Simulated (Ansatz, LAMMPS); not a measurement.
# Amorphous Si at 2.56 g/cm^3 (80 atoms), relaxed: mesh and functional compared

Which bonds does the relaxation leave, and how do the Kohn-Sham gap, forces and pressure change with k-mesh and functional?

Calculated with Ansatz 0.2.0: Kohn-Sham DFT, PBE, PAW (set soft_2), plane waves; cutoff 420 eV, Γ point, fermi-dirac smearing of 0.025 eV.

In doubt: the hybrid run may have settled on a false gap or state (Ansatz), so the values of those runs are not to be relied on; a hybrid run on one k-point (Ansatz), which bears on gaps, levels and energies.

**The cell**

Density at the start: 2.57 g/cm³. The cell holds 80 atoms: 80 Si. Its edges and angles: a = 11.330 Å, b = 11.330 Å, c = 11.330 Å, α = 90.0°, β = 90.0°, γ = 90.0°. 80 atoms (80 Si) placed at random at 2.56 g/cm³, melted at 2500 K for 10 ps at fixed volume with the modified Tersoff potential (Kumagai, Izumi, Hara and Sakai, Comput. Mater. Sci. 39, 457 (2007)). Quenched from 2500 K to 300 K at 10 K/ps and fixed volume, annealed at 800 K for 20 ps, held 5 ps, then minimised at fixed cell.

The atoms were relaxed with PBE. The walk converged after 24 steps, with a largest force component of 0.0236 eV/Å; it began at an r.m.s. force component of 0.24 eV/Å. The energy fell by 35.5 meV an atom.

The input of the reference single point:

```yaml
crystal:
  lattice:
    - [11.3303, 0.0, 0.0]
    - [0.0, 11.3303, 0.0]
    - [0.0, 0.0, 11.3303]
  atoms:
    - { symbol: Si, position: [0.98082, 0.76933, 0.65485] }
    - { symbol: Si, position: [0.40779, 0.35056, 0.43868] }
    - { symbol: Si, position: [0.14492, 0.55742, 0.60563] }
    - { symbol: Si, position: [0.49394, 0.20008, 0.78084] }
    [... 74 atom lines left out ...]
    - { symbol: Si, position: [0.82615, 0.86317, 0.56753] }
    - { symbol: Si, position: [0.81607, 0.1142, 0.82378] }
kpoints:
  mp_grid: { grid: [1, 1, 1] }
hamiltonian:
  xc: pbe
scf:
  occupations: { method: fermi_dirac, width: 0.025 }
output:
  forces: true
  stress: true
  populations: true
  dos:
    method: { smearing: { sigma: 0.08 } }
    de: 0.05
    projected: { site_lists: { Si: [Si] } }
  eigenvalues: true
  write_density: true
  write_potential: true
  volumetric_format: npy
```

**Bonds after relaxation**

Bonds by pair of elements; cutoffs follow the first minimum of g(r), held within bounds set by covalent radii, and pairs that aren't listed don't count as bonded:

```tsv
pair A-B	cutoff (Å)	bonds	mean length (Å)	spread (Å)	shortest (Å)	B about A	A about B
Si-Si	2.77	166	2.37	0.067	2.28	4.15	4.15
```

How many atoms have how many bonded neighbours:

```tsv
element	mean	3	4	5
Si	4.15	1	66	13
```

**Levels of theory**

Single points at the relaxed geometry:

| functional | k-mesh | Kohn-Sham gap (eV) | pressure (GPa) | r.m.s. force component (eV/Å) | SCF cycles | time |
| --- | --- | --- | --- | --- | --- | --- |
| PBE | 1×1×1 | 0.231 | 4.55 | 0.006 | 10 | 17 s |
| PBE | 2×2×2 | 0.011 † | 4.48 | 0.135 | 8 | 2 min |
| r2SCAN | 1×1×1 | 0.227 | 3.69 | 0.084 | 10 | 57 s |
| PBEsol | 1×1×1 | 0.235 | 2.41 | 0.016 | 10 | 17 s |

The gap is that between the highest filled and lowest empty Kohn-Sham level on the run's k-points; † or a dash marks runs with no clear gap, where levels at the Fermi energy are far from full or empty or nearly touch. Cutoffs: 420 eV for PBE and PBEsol; 500 eV for r2SCAN. Times come from shared hosts and are rough.

**Findings**

By these cutoffs 82 % of Si atoms have 4 neighbours. The Kohn-Sham gap is 0.23 eV with PBE on the 1×1×1 mesh, and the denser mesh shows no clear gap. On the reference's mesh the gap changes with r2SCAN by under 0.01 eV and PBEsol by under 0.01 eV. Against the reference the pressure changes with r2SCAN by -0.9 GPa and PBEsol by -2.1 GPa; a negative change means a smaller volume than PBE would take. The denser mesh moves the energy by +7.6 meV/atom and the pressure by -0.08 GPa. On it the r.m.s. force component is 0.135 eV/Å against 0.006, so the geometry is at rest on the reference mesh alone.

Limits: 1 converged run is left out of the tables as doubtful: HSE06 on 1×1×1 (the hybrid may have settled on a false gap or state). All single points share the geometry relaxed with PBE. The density was set when the cell was made, as one point of a scan, and needn't be that of the real material. One sample; tail or defect levels can set the gap of a disordered cell. The quench rate of 10 K/ps is many orders above laboratory rates, so the cell is likely richer in defects and strain than a real sample. The network of bonds at the start is that of the classical potential that made the cell, and needn't be the one that DFT or experiment would give. In some runs the program notes that it cut back its work space to fit the memory limit.

[Logs are printed without paths, hosts, clocks, repeated set-up lines and the standing remarks that a program may print on its own settings, such as how far it seeks lower states.]

[Hosts, paths, dates, database ids (printed as entryN), source tags and the programs' standing remarks are cut or masked in the printed files.]
